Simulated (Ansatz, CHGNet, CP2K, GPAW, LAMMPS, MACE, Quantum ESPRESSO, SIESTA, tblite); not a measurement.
## Aqueous Li+ and I-, 1.5 mol of salt per kg of water at 360 K (110 atoms) in tblite

Wanted: tblite inputs and outputs for aqueous Li+ and I-, 1.5 mol of salt per kg of water at 360 K (110 atoms), checked against a plane-wave reference.

Calculated with tblite 0.8.0; the method is named at each step.

### 1. Set-up

The cell holds 110 atoms: 36 O, 72 H, 1 Li and 1 I. Its edges and angles: a = 10.442 Å, b = 10.442 Å, c = 10.442 Å, α = 90.0°, β = 90.0°, γ = 90.0°. 36 H2O, 1 Li+, 1 I- placed at random, at 1.14 g/cm³; overlaps pushed apart, then 10 ps at 420 K with Joung-Cheatham ions (J. Phys. Chem. B 112, 9020 (2008)); SPC/E water (Berendsen, Grigera and Straatsma, J. Phys. Chem. 91, 6269 (1987)). Snapshot after 20 ps at 360 K and fixed volume.

The yardstick, on the same geometry:

```
method                                           : Kohn-Sham DFT, PBE, SSSP efficiency 1.3.0 pseudopotentials, plane waves (Quantum ESPRESSO 7.5); sssp-pbe-1.3.0-efficiency, cutoffs 60/480 Ry, Γ point
r.m.s. force component                           : 0.5394 eV/Å
longest force                                    : 1.673 eV/Å
pressure                                         : -2.009 GPa
gap (highest filled to lowest empty level) : 3.635 eV
time                                             : 1.7 min on 2 MPI ranks of Arm Neoverse V2, shared host
CPU time                                         : 3.4 min
```

### 2. GFN2-xTB

Method: GFN2-xTB tight binding, diagonalisation.

The input, run.py:

```python
import numpy as np
from ase.io import read
from tblite.ase import TBLite

atoms = read("structure.xyz")
atoms.calc = TBLite(method="GFN2-xTB", electronic_temperature=580, accuracy=1.0, max_iterations=250, mixer_damping=0.4, verbosity=1)
energy = atoms.get_potential_energy()
forces = atoms.get_forces()
print(f"energy {energy:.6f} eV")
print("forces (eV/A)")
for i, (a, f) in enumerate(zip(atoms, forces)):
    print(f"{i:4d} {a.symbol:2s} {f[0]:10.5f} {f[1]:10.5f} {f[2]:10.5f}")
stress = -atoms.get_stress(voigt=False) * 160.21766
print("stress (GPa, compression positive)")
for row in stress:
    print(" ".join(f"{x:10.4f}" for x in row))
print("charges (e)")
print(np.array2string(atoms.get_charges(), precision=4, suppress_small=True, max_line_width=110, threshold=100000))
```

The input, structure.xyz:

```xyz
110
Lattice="10.44226 0.00000 0.00000 0.00000 10.44226 0.00000 0.00000 0.00000 10.44226" Properties=species:S:1:pos:R:3 pbc="T T T"
O 4.42867 0.32841 0.52002
H 4.01787 0.34574 1.43153
H 4.75133 1.24461 0.28236
O 1.91448 0.55156 5.84631
H 2.65171 0.25270 6.45227
H 1.67546 1.49993 6.05463
O 5.08538 1.64977 5.28076
H 5.48866 0.73461 5.27616
H 4.40120 1.70888 6.00764
O 7.56584 7.55832 6.06142
H 7.50861 6.91831 6.82767
H 7.32274 7.08622 5.21403
O 7.38299 6.64389 8.93200
H 7.32900 7.58338 9.27001
H 8.34128 6.36289 8.87978
O 1.44563 0.59657 9.54287
H 2.08407 10.27644 9.64844
H 0.60262 0.26878 9.11630
O 7.42413 3.98195 9.89049
H 7.82919 3.32001 9.25978
H 7.51561 4.90275 9.51133
O 4.90985 5.89142 7.04142
H 5.51717 5.12339 6.83811
H 5.38674 6.54761 7.62619
O 0.73420 1.62659 1.63881
H 1.43320 1.33703 2.29270
H 0.92205 1.21631 0.74641
O 9.87639 1.14468 4.30211
H 9.27241 1.32502 5.07849
H 0.25009 0.66173 4.61976
O 9.08665 9.99711 0.97510
H 9.56553 9.20141 1.34590
H 8.91414 9.85770 0.00000
O 6.74841 3.92055 6.03051
H 7.56479 3.62158 6.52474
H 6.21555 3.12119 5.75275
O 2.13805 6.52526 0.87026
H 1.52854 5.74397 0.73597
H 2.96571 6.22474 1.34413
O 8.65016 9.17321 8.92134
H 8.91685 8.36843 8.39098
H 8.86757 10.00066 8.40362
O 10.15468 6.53456 8.40905
H 0.34240 5.76517 8.51462
H 0.17982 7.28661 7.94426
O 0.42260 4.37562 0.83277
H 9.96808 4.42574 0.39305
H 0.61766 3.42788 1.08516
O 1.23041 8.42325 7.22949
H 1.88692 8.66718 7.94322
H 0.93897 9.24986 6.74810
O 5.15597 2.72198 0.23359
H 5.38037 2.55418 1.19355
H 5.75191 3.43926 10.31476
O 8.51681 4.75196 3.57929
H 8.17733 4.48819 4.48224
[... 50 atom lines left out ...]
H 1.73655 7.87900 5.20338
H 1.03117 6.65673 4.38189
Li 9.18679 1.08725 2.33374
I 9.14063 1.86937 7.67172
```

Command:

```bash
> OMP_NUM_THREADS=1 python run.py > output.txt
```

Output:

```text
------------------------------------------------------------
  cycle        total energy    energy error   density error
------------------------------------------------------------
      1     -185.7575487205  -1.8662582E+02   2.4461200E-01
      2     -186.7197866801  -9.6223796E-01   1.1303674E-01
      3     -186.9610780060  -2.4129133E-01   3.0165034E-02
      4     -186.9416724604   1.9405546E-02   3.0411253E-02
      5     -186.9715169389  -2.9844478E-02   4.6741997E-03
      6     -186.9720723097  -5.5537083E-04   8.4972056E-04
      7     -186.9720531593   1.9150424E-05   8.6081705E-04
      8     -186.9720752262  -2.2066908E-05   1.1255878E-04
      9     -186.9720754200  -1.9385641E-07   4.3317039E-05
     10     -186.9720754285  -8.4303338E-09   1.3084207E-05
------------------------------------------------------------
 total:                                   8.088 sec
energy -5087.769320 eV
forces (eV/A)
   0 O    -0.27490    0.04991    0.61169
   1 H     0.36697    0.26557   -0.90971
   2 H    -0.58380   -1.14534    0.39145
   3 O    -0.09973   -0.17657    0.36590
   4 H    -0.52949    0.72148   -0.55258
   5 H     0.56125   -0.82135   -0.14495
   6 O    -0.20880    0.04371    0.70731
   7 H    -0.67364    0.80030    0.14320
   8 H     1.04563   -0.55668   -0.79427
   9 O    -0.37933   -0.98307   -0.30629
  10 H    -0.04337    0.68197   -1.08143
  11 H     0.34989    0.34598    1.38208
  12 O     0.47466    0.40095    0.00842
  13 H     0.26538   -1.27360   -0.39657
  14 H    -0.60996    0.94184    0.05541
  15 O    -0.39202   -0.96931   -0.25239
  16 H    -0.75945    0.51668   -0.13668
  17 H     1.25739    0.31543    0.62561
  18 O     0.21264    0.30116   -0.96212
  19 H    -0.34237    0.95397    0.58057
  20 H    -0.27840   -1.22148    0.43713
  21 O     0.78570    0.18796    0.53508
  22 H    -0.33370    0.87082    0.21765
  23 H    -0.34641   -1.13678   -0.80615
[...]
102 O    -0.37857   -0.57838    0.79562
 103 H    -0.85008    0.26422   -0.68176
 104 H     1.34976    0.08937    0.20111
 105 O    -0.34130   -0.48312    1.00465
 106 H    -0.54476   -0.65792   -0.97744
 107 H     0.65086    0.84439    0.15747
 108 Li   -0.22676    0.10182   -0.04874
 109 I    -0.30653   -0.03377    0.10655
stress (GPa, compression positive)
   -3.3168     0.3152    -0.8668
    0.3152    -2.6597     0.5011
   -0.8668     0.5011    -3.3826
charges (e)
[-0.6394  0.2916  0.3127 -0.6363  0.2842  0.2897 -0.5904  0.2961  0.2873 -0.5592  0.2833  0.2802 -0.5845
  0.3015  0.2965 -0.5667  0.3017  0.2867 -0.5839  0.2841  0.2916 -0.5632  0.2993  0.2799 -0.5438  0.3023
  0.3043 -0.5186  0.2886  0.2948 -0.5685  0.3066  0.2989 -0.5832  0.2706  0.2922 -0.5644  0.3245  0.277
 -0.5805  0.2983  0.2786 -0.6128  0.2905  0.2926 -0.576   0.2826  0.303  -0.5749  0.3051  0.2879 -0.5937
  0.3225  0.3065 -0.5739  0.2729  0.307  -0.6013  0.2877  0.299  -0.5879  0.2931  0.301  -0.6046  0.2814
  0.3103 -0.5681  0.2887  0.3039 -0.569   0.3035  0.2889 -0.5973  0.2778  0.2964 -0.516   0.2824  0.3045
 -0.6058  0.3036  0.2763 -0.5428  0.2786  0.2766 -0.6025  0.282   0.3049 -0.5571  0.2875  0.2852 -0.5792
  0.3123  0.271  -0.5721  0.2991  0.2951 -0.5447  0.2986  0.3148 -0.6123  0.2942  0.2935 -0.5636  0.2966
  0.2935 -0.5562  0.2906  0.2904  0.4176 -0.7596]
```

Elapsed: 8.6 s, on 1 thread of Arm Neoverse V2, shared host; peak memory 0.11 GiB.

Banners, paths, timers and routine set-up lines are dropped from the logs unmarked, and long logs keep their key lines alone; longer cuts are marked.

Against the reference:

```yaml
r_m_s_force_component: 0.6658 eV/Å
r_m_s_difference_of_force_components: 272.2 meV/Å
longest_difference_of_force_vectors: 834.4 meV/Å
force_difference_over_r_m_s_force: 50.46 %
slope_of_forces_against_the_reference_s: 1.135
correlation_of_force_components: 0.9191
pressure: -3.12 GPa
pressure_difference: -1.11 GPa
```

Length of the force difference by element (eV/Å):

| element | atoms | mean | most |
| --- | --- | --- | --- |
| H | 72 | 0.40 | 0.83 |
| I | 1 | 0.093 | 0.093 |
| Li | 1 | 0.11 | 0.11 |
| O | 36 | 0.54 | 0.83 |

A closer look about Li109, the only Li atom: 9 atoms, nearest first, numbered in the order of the input, with positions taken from that point.

| atom | x | y | z | distance (Å) | bonds | Mulliken charge (e) | Fx | Fy | Fz (eV/Å) |
| --- | --- | --- | --- | --- | --- | --- | --- | --- | --- |
| Li109 | 0.00 | 0.00 | 0.00 | 0.00 | 5 | 0.42 | -0.23 | 0.10 | -0.05 |
| O97 | -0.97 | 1.64 | -0.60 | 1.99 | 3 | -0.54 | -0.59 | 0.31 | -0.21 |
| O31 | -0.10 | -1.53 | -1.36 | 2.05 | 3 | -0.57 | 0.09 | -0.38 | -0.21 |
| O28 | 0.69 | 0.06 | 1.97 | 2.09 | 3 | -0.52 | 0.16 | -0.41 | 0.74 |
| O76 | -1.86 | -0.69 | 0.64 | 2.09 | 3 | -0.52 | -0.83 | -0.50 | -0.05 |
| O25 | 1.99 | 0.54 | -0.69 | 2.18 | 3 | -0.54 | 0.50 | -0.35 | -0.04 |
| H32 | 0.38 | -2.33 | -0.99 | 2.56 | 1 | 0.31 | -0.28 | 0.73 | -0.75 |
| H99 | -0.98 | 2.38 | 0.07 | 2.58 | 1 | 0.31 | -0.21 | -0.51 | -0.86 |
| H77 | -2.50 | -0.97 | -0.07 | 2.69 | 1 | 0.28 | 0.88 | 0.28 | 1.46 |

Atoms are counted from 1 here, from 0 in the log.

Forces lie 50 % from the reference's, at 0.042 times its CPU time (on 1 against 2 cores).

Left out of this page: tblite IPEA1-xTB (killed or ended with an error).

### 3. Summary of results

```yaml
force_difference_from_the_reference: tblite GFN2-xTB, 50 %
its_cpu_time: 8.6 s
```

**Reading.** Tight binding differs by 50 % (tblite GFN2-xTB); it is another model, with fitted parameters of its own, and the xTB methods hold dispersion. One electronic-structure run takes under half the reference's CPU time: tblite GFN2-xTB, at 50 % in 8.6 s against 3.4 min. Periodic xTB results under one method name differ between programs and library versions. The reference's pressure holds the uncorrected Pulay stress of its 60 Ry basis, so small pressure differences, and their order, may be the reference's own error. The network of contacts between molecules at the start is that of the classical potential that made the cell, and needn't be the one that DFT or experiment would give. The reference's PBE has no dispersion term, which matters for the binding between molecules or layers. The density was typed from a rule of thumb and may lie off the real one at this temperature. The electronic-structure runs sample only Γ, in a cell whose shortest periodic width is 10 Å. Spin–orbit coupling is left out, which matters for the levels of the heavy elements.

[Also dropped from logs without a mark: logging warnings of Python, and SIESTA's first energy breakdown and zero terms.]

[Logs are printed without paths, hosts, clocks, repeated set-up lines and the standing remarks that a program may print on its own settings, such as how far it seeks lower states.]

[Hosts, paths, dates, database ids (printed as entryN), source tags and the programs' standing remarks are cut or masked in the printed files.]
